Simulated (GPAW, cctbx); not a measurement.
## By hand: from a DFT structure factor to an extinction distance in ReSnPb

ReSnPb, P4/nmm (no. 129, origin choice 1), a = 3.6920 Å, b = 3.6920 Å, c = 12.0135 Å, α = 90.00°, β = 90.00°, γ = 90.00°.

```
atom  mult.    x    y       z
 Pb1      2  1/2    0  0.7008
 Re1      2  1/2    0  0.4619
 Sn1      2  1/2  1/2       0
```

The start was made by putting kin elements into a known structure type; the compound need not exist, or be stable, in this form.

A DFT run (GPAW, PBE, 450 eV, 6×6×2 k-points (along the axes of the calculation cell), Fermi–Dirac width 0.1 eV) gives the static X-ray structure factor of 001 as 94.982 e for the conventional cell; superposed free atoms give 94.914 e. **Problem.** Find the Fourier component V of the crystal potential and the two-beam extinction distance at 200 kV in both cases, then the holographic phase shift per nanometre.

**1. Geometry**

The cell volume is Ω = 163.75 Å³ and d(001) = 12.0135 Å, so g = 1/d = 0.0832 Å⁻¹.

**2. The nuclei**

Electrons feel nuclei as well as electrons, so the nuclear charges are summed with the same phases.

Phase sums Σ exp(2πi h·x), turned so that the total is real and positive: Pb +0.608, Re +1.943, Sn -2.000. Then F_Z = 82 × (+0.608) + 75 × (+1.943) + 50 × (-2.000) = 95.60 e. The electron term has the same sign for this reflection.

**3. Mott–Bethe**

Poisson's equation, term by term, gives V = (e/4πε₀)(F_Z − F)/(πΩg²), with e/4πε₀ = 14.3996 V Å.

The prefactor is 14.3996 × 12.0135²/(π × 163.75) = 4.03973 V per electron. Free atoms: (95.60 − 94.914) × 4.03973 = 2.768 V. Crystal: (95.60 − 94.982) × 4.03973 = 2.493 V. F changes by +0.07 % and V by -9.9 %: the same 0.07 e is measured against F_Z − F = 0.7 e in place of F = 94.9 e.

**4. Extinction distance**

In the two-beam case ξ = 1/(λU) with U = 2γm₀eV/h², that is ξ = 150.41 V Å²/(γλV).

At 200 kV, λ = 0.02508 Å and γ = 1.3914. Free atoms: ξ = 1557 Å. Crystal: ξ = 1729 Å. The thickness fringes go as sin²(πt/ξ), so the two patterns slip by a quarter of a period when t|1/ξ₁ − 1/ξ₀| = 1/4, at t ≈ 392 nm. Thermal motion, absorption and many-beam coupling, left out here, change a real pattern.

**5. Phase shift**

A slab run (normal [100], unrelaxed) gives a mean inner potential of 19.59 V; free atoms give 21.08 V. The phase shift is φ = C_E V₀ t, with C_E = (2π/λE)(E + m₀c²)/(E + 2m₀c²).

C_E = 7.288 × 10⁻³ rad/(V nm). The shift is 0.1428 rad/nm in the crystal and 0.1536 rad/nm for free atoms. A sample 50 nm thick gives φ = 7.14 rad; read with the free-atom value it would seem 46.5 nm thick.

**6. Answer**

V(001) is 2.49 V against 2.77 V, and ξ is 1729 against 1557 Å. The phase shift is 0.143 rad/nm, and free atoms would misjudge a thickness by -7 %. Limits: static atoms, two beams.

[Outputs are excerpts: Python notices, other lines and further rows are left out; steps that failed or that the build refused (PBEsol, TPSS) are not shown.]

[Logs are printed without paths, hosts, clocks, repeated set-up lines and the standing remarks that a program may print on its own settings, such as how far it seeks lower states.]
